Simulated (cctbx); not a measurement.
# Lu3Al3Ga2Pt: as given, inverted or twinned?

Space group P-62m (no. 189), a = 6.7660 Å, b = 6.7660 Å, c = 4.1380 Å, α = 90.00°, β = 90.00°, γ = 120.00°.

```csv
atom,mult.,x,y,z,Ueq (Å²)
Pt1,1,0,0,0,0.0028
Lu1,3,0.4076,0.4076,0,0.0037
Ga1,2,2/3,1/3,1/2,0.0038
Al1,3,0.7690,0.7690,1/2,0.0040
```

This is a model crystal, built by substitution and not relaxed, with assumed displacement parameters.

Data sets are simulated with cctbx and refined with Bijvoet mates kept apart; Flack x is then fitted as the share of an inverted twin with the atoms fixed, Hooft y from the Bijvoet differences. The group is acentric but holds improper operations, so there is an absolute structure (orientation) and no hand.

Untwinned crystal. What Flack and Hooft values should come out?

```
  λ (Å)  extinction (unmodelled)  d min (Å)  top counts  error (%)     model      R1  Flack x   s.u.  Hooft y   s.u.  pairs
0.71073                        0       0.77        5000          4  as given  0.0106     0.01   0.02   -0.007  0.023     64
0.71073                        0       0.77        5000          4  inverted  0.0360     0.98   0.02    1.019  0.024     64
1.54184                      0.3       0.83       40000          4  as given  0.0103   -0.006  0.009   -0.008  0.012     50
```

With Mo Kα, x is within 3 s.u. of 0, so the absolute structure is right. With Cu Kα, x is within 3 s.u. of 0, so the absolute structure is right. Inverting the model turns x into about 1 − x.

A further crystal gives:

```csv
λ (Å),extinction (unmodelled),d min (Å),top counts,error (%),model,R1,Flack x,s.u.,Hooft y,s.u.,pairs
0.56087,0.3,0.8,40000,3,as given,0.0128,0.291,0.014,0.315,0.015,57
```

**Question.** What is it?

It was simulated as an inversion twin with a fraction 0.3 of the inverted domain. Flack x is over 3 s.u. from both 0 and 1 and reads that fraction.

[Logs are printed without paths, hosts, clocks, repeated set-up lines and the standing remarks that a program may print on its own settings, such as how far it seeks lower states.]
